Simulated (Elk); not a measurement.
# KF (Carobbiite): optical spectrum from first principles

Wanted: where KF (Carobbiite) starts to absorb, how strongly, and its refractive index.

Main program and level: Elk 11.2.3 (patched build); DFT, PBE, all-electron APW+lo, Dirac cores, scalar-relativistic bands, independent-particle optical response without local fields.

## (1) The structure

It takes space group Fm-3m (No. 225, cubic). Conventional cell: a = 5.344 Å, b = 5.344 Å, c = 5.344 Å, α = 90.00°, β = 90.00°, γ = 90.00°. Nearest to K lie 6 F at 2.67 Å. Nearest to F lie 6 K at 2.67 Å. Farther neighbours, and contacts between anions beyond the nearest, are not listed.

## (2) Ground state

The self-consistent density comes first; it also tells whether there is a gap, which decides the occupations and the need for a Drude term.

This step: DFT, PBE, all-electron APW+lo, Dirac cores, scalar-relativistic bands, ground state (Elk 11.2.3 (patched build)).

elk.in reads:

```
tasks
  0
  120

xctype
  20

nempty
  14

lorbcnd
  .true.

rgkmax
  7.0

swidth
  0.0018375

maxscl
  100

epsengy
  1e-05

sppath
  './'

avec
  0.000000000000 5.049064746081 5.049064746081
  5.049064746081 0.000000000000 5.049064746081
  5.049064746081 5.049064746081 0.000000000000

atoms
  2
  'K.in'
  1
  0.000000000000 0.000000000000 0.000000000000   0.000 0.000 0.000
  'F.in'
  1
  0.500000000000 0.500000000000 0.500000000000   0.000 0.000 0.000

ngridk
  11 11 11
```

The run is started by

```
> OMP_NUM_THREADS=4 elk
```

The log of the run:

```text
┌─────────────────────────┐
│ Elk code version 11.2.3 │
└─────────────────────────┘

All units are atomic (Hartree, Bohr, etc.)

┌─────────────────────────────────────────────────┐
│ Ground-state run starting from atomic densities │
└─────────────────────────────────────────────────┘

Lattice vectors :
   0.000000000       5.049064746       5.049064746
   5.049064746       0.000000000       5.049064746
   5.049064746       5.049064746       0.000000000

Reciprocal lattice vectors :
 -0.6222127882      0.6222127882      0.6222127882
  0.6222127882     -0.6222127882      0.6222127882
  0.6222127882      0.6222127882     -0.6222127882

Unit cell volume      :    257.4321686
Brillouin zone volume :   0.9635556223

Muffin-tin inner radius fraction :   0.1000000000E-01

Nuclei treated as point charges

Species : 1 (K)
 parameters loaded from : K.in
 name : potassium
 nuclear charge    :   -19.00000000
 electronic charge :    19.00000000
 atomic mass :    71271.84090
 muffin-tin radius :    2.400000000
 number of radial points in muffin-tin :    993
 inner part over the whole radius :   0.9891652203E-02
 number on inner part of muffin-tin    :    697
 approximate nuclear radius :   0.6514746337E-04
 number of mesh points to nuclear radius :    319
 atomic positions (lattice), magnetic fields (Cartesian) :
  1 :   0.00000000  0.00000000  0.00000000    0.00000000  0.00000000  0.00000000

Species : 2 (F)
 parameters loaded from : F.in
 name : fluorine
 nuclear charge    :   -9.000000000
 electronic charge :    9.000000000
 atomic mass :    34631.97045
 muffin-tin radius :    2.000000000
 number of radial points in muffin-tin :    593
 inner part over the whole radius :   0.9949055222E-02
 number on inner part of muffin-tin    :    410
 approximate nuclear radius :   0.5278478738E-04
 number of mesh points to nuclear radius :    175
 atomic positions (lattice), magnetic fields (Cartesian) :
  1 :   0.50000000  0.50000000  0.50000000    0.00000000  0.00000000  0.00000000

Total number of atoms per unit cell :    2
Total muffin-tin volume :    91.41615743
 ratio of muffin-tin to unit cell volume :   0.3551077471

Spin treatment :
 spin-unpolarised

Number of Bravais lattice symmetries :   48
Number of crystal symmetries         :   48
Crystal has inversion symmetry
Real symmetric eigensolver will be used

k-point grid :     11    11    11
k-point offset :    0.000000000       0.000000000       0.000000000
k-point set is reduced with full crystal symmetry group
Total number of k-points :       56

Muffin-tin radius times maximum |G+k| :    7.000000000
 using average radius
Maximum |G+k| for APW functions       :    3.181818182
Maximum (1/2)|G+k|²                   :    5.061983471
Maximum |G| for potential and density :    12.00000000
Constant for pseudocharge density :    7
 order of it for each species :   14  14
 order of it for pair densities of each species (exact exchange by exxq0 0: 14) :   12   7
Radial integration step length :    1

G-vector grid sizes :     28    28    28
Number of G-vectors :     7583

Maximum angular momentum used for
 APW functions            :    8
 outer part of muffin-tin :    6
 inner part of muffin-tin :    2

Total nuclear charge    :   -28.00000000
Total core charge       :    12.00000000
Total valence charge    :    16.00000000
Total excess charge     :    0.000000000
Total electronic charge :    28.00000000

Effective Wigner radius, rₛ :    1.299587099

Number of empty states         :     28
Total number of valence states :     37
Total number of core states    :     12

Conduction state local-orbitals added automatically
Third-order local-orbitals added for an l without core states : F
Total number of local-orbitals :    114

Exchange-correlation functional :     20     0     0
 Perdew-Burke-Ernzerhof, Phys. Rev. Lett. 77, 3865 (1996)
 gradient requirement :    1
 generalised gradient approximation (GGA)

Smearing type :    3
 Fermi-Dirac
Smearing width :   0.1837500000E-02
Effective electronic temperature (K) :    580.2366081

Mixing type :    3
 Broyden mixing, J. Phys. A: Math. Gen. 17, L317 (1984)

Kohn-Sham potential initialised from atomic data

┌──────────────────────────────┐
│ Self-consistent loop started │
└──────────────────────────────┘

┌─────────────────┐
│ Loop number : 1 │
└─────────────────┘

Energies :
 Fermi                       :    -0.212015
 sum of occupied eigenvalues :     -401.05242351577
 electron kinetic            :      707.75831716750
 core electron kinetic       :      645.99511038154
 Coulomb                     :     -1365.8404344437
 Coulomb potential           :     -1047.3932268568
 nuclear-nuclear             :     -118.79416286501
 electron-nuclear            :     -1450.0368124942
 Hartree                     :      202.99054091549
 Madelung                    :     -842.14382101530
 xc potential                :     -61.417514
 exchange                    :     -43.104043
 correlation                 :     -1.069791
 electron entropic           :    -0.456710E-11
 total energy                :     -702.25595150321

Density of states at Fermi energy :   0.5441013261E-07
 (states/Hartree/unit cell)

Estimated indirect band gap :   0.3085408166
 from k-point 36 to k-point 1
Estimated direct band gap   :   0.3108096092
 at k-point 1

Charges :
 core                        :    12.00000000
 valence                     :    16.00000000
 interstitial                :    1.213588296
 muffin-tins (core leakage)
  species : 1 (K)
   atom 1                    :    17.52591253     ( -0.1017081743E-06)
  species : 2 (F)
   atom 1                    :    9.260499171     ( -0.2954246145E-06)
 total in muffin-tins        :    26.78641170
 total calculated charge     :    28.00001676
 total charge                :    28.00000000
 error                       :   0.1675996540E-04

┌─────────────────┐
│ Loop number : 2 │
└─────────────────┘

Energies :
 Fermi                       :    -0.208710
 sum of occupied eigenvalues :     -401.01265005774
 electron kinetic            :      707.65011394494
 core electron kinetic       :      645.96569236005
 Coulomb                     :     -1365.8057133320
 Coulomb potential           :     -1047.3930616057
 nuclear-nuclear             :     -118.79416286501
 electron-nuclear            :     -1449.9671845685
 Hartree                     :      202.95563410152
 Madelung                    :     -842.10918252916
 xc potential                :     -61.269702
 exchange                    :     -43.097805
 correlation                 :     -1.069726
 electron entropic           :    -0.456953E-11
 total energy                :     -702.32313052713

Density of states at Fermi energy :   0.5441175974E-07
 (states/Hartree/unit cell)

Estimated indirect band gap :   0.3064848845
 from k-point 36 to k-point 1
Estimated direct band gap   :   0.3085277102
 at k-point 1

Charges :
 core                        :    12.00000000
 valence                     :    16.00000000
 interstitial                :    1.217392320
 muffin-tins (core leakage)
  species : 1 (K)
   atom 1                    :    17.52774580     ( -0.1017422182E-06)
  species : 2 (F)
   atom 1                    :    9.254861884     ( -0.2954245590E-06)
 total in muffin-tins        :    26.78260768
 total calculated charge     :    28.00001694
 total charge                :    28.00000000
 error                       :   0.1694442962E-04

RMS change in Kohn-Sham potential (target) :   0.9831178325     (  0.1000000000E-05)
Absolute change in total energy (target)   :   0.6717902392E-01 (  0.1000000000E-04)

[... 12 loops left out ...]

┌──────────────────┐
│ Loop number : 15 │
└──────────────────┘

Energies :
 Fermi                       :    -0.125736E-01
 sum of occupied eigenvalues :     -397.81838166842
 electron kinetic            :      706.17182581447
 core electron kinetic       :      645.79605312669
 Coulomb                     :     -1364.3830139794
 Coulomb potential           :     -1047.2278601449
 nuclear-nuclear             :     -118.79416286501
 electron-nuclear            :     -1447.2480948496
 Hartree                     :      201.65924373520
 Madelung                    :     -840.76908390697
 xc potential                :     -56.762347
 exchange                    :     -42.854284
 correlation                 :     -1.067576
 electron entropic           :    -0.451633E-11
 total energy                :     -702.13304758231

Density of states at Fermi energy :   0.5441088934E-07
 (states/Hartree/unit cell)

Estimated indirect band gap :   0.2282847246
 from k-point 1 to k-point 1
Estimated direct band gap   :   0.2282847246
 at k-point 1

Charges :
 core                        :    12.00000000
 valence                     :    16.00000000
 interstitial                :    1.376528954
 muffin-tins (core leakage)
  species : 1 (K)
   atom 1                    :    17.62315582     ( -0.1015141908E-06)
  species : 2 (F)
   atom 1                    :    9.000315226     ( -0.2954230629E-06)
 total in muffin-tins        :    26.62347105
 total calculated charge     :    28.00002364
 total charge                :    28.00000000
 error                       :   0.2363803641E-04

RMS change in Kohn-Sham potential (target) :   0.1767859591E-06 (  0.1000000000E-05)
Absolute change in total energy (target)   :   0.7173133895E-05 (  0.1000000000E-04)

Convergence targets achieved

┌──────────────────┐
│ Loop number : 16 │
└──────────────────┘

Energies :
 Fermi                       :    -0.125736E-01
 sum of occupied eigenvalues :     -397.81838097646
 electron kinetic            :      706.17182609564
 core electron kinetic       :      645.79605340022
 Coulomb                     :     -1364.3830134741
 Coulomb potential           :     -1047.2278599513
 nuclear-nuclear             :     -118.79416286501
 electron-nuclear            :     -1447.2480940091
 Hartree                     :      201.65924340000
 Madelung                    :     -840.76908349843
 xc potential                :     -56.762347
 exchange                    :     -42.854284
 correlation                 :     -1.067576
 electron entropic           :    -0.451634E-11
 total energy                :     -702.13304676554

Density of states at Fermi energy :   0.5441090197E-07
 (states/Hartree/unit cell)

Estimated indirect band gap :   0.2282846153
 from k-point 1 to k-point 1
Estimated direct band gap   :   0.2282846153
 at k-point 1

Charges :
 core                        :    12.00000000
 valence                     :    16.00000000
 interstitial                :    1.376528970
 muffin-tins (core leakage)
  species : 1 (K)
   atom 1                    :    17.62315579     ( -0.1015139652E-06)
  species : 2 (F)
   atom 1                    :    9.000315241     ( -0.2954230540E-06)
 total in muffin-tins        :    26.62347103
 total calculated charge     :    28.00002364
 total charge                :    28.00000000
 error                       :   0.2363802158E-04

┌──────────────────────────────┐
│ Self-consistent loop stopped │
└──────────────────────────────┘

Wrote STATE.OUT
```

Elapsed: 6.8 s, on 4 threads of Arm Neoverse V2, shared host; peak memory 0.09 GiB.

Read from the output:

```
total energy           : -702.1 Ha
Fermi energy           : -0.3421 eV
DOS at the Fermi level : 2.00e-9 states/eV/cell
gap on the k-mesh      : 6.212 eV
direct gap on the mesh : 6.212 eV
```

There is a gap, 6.21 eV on this mesh (points off the mesh can give less), so no carriers' term is needed.

(Part 1 of 2 ends here.)

[Long decimals in the printed logs are rounded to 6 places.]

[Machine, clock and banner lines and Python warnings are left out of the logs.]

[Logs are printed without paths, hosts, clocks, repeated set-up lines and the standing remarks that a program may print on its own settings, such as how far it seeks lower states.]

[Hosts, paths, dates, database ids (printed as entryN), source tags and the programs' standing remarks are cut or masked in the printed files.]

[Where Elk ran, warnings of its patched build on accuracy (core leakage, angular cutoffs, spin-orbit splittings, empty states, lower magnetic states) are left out.]

[Where the starting crystal was built by hand or by swapping elements, it need not be the compound's stable phase.]

[The count of steps not shown may lack steps that the program refused or didn't finish.]
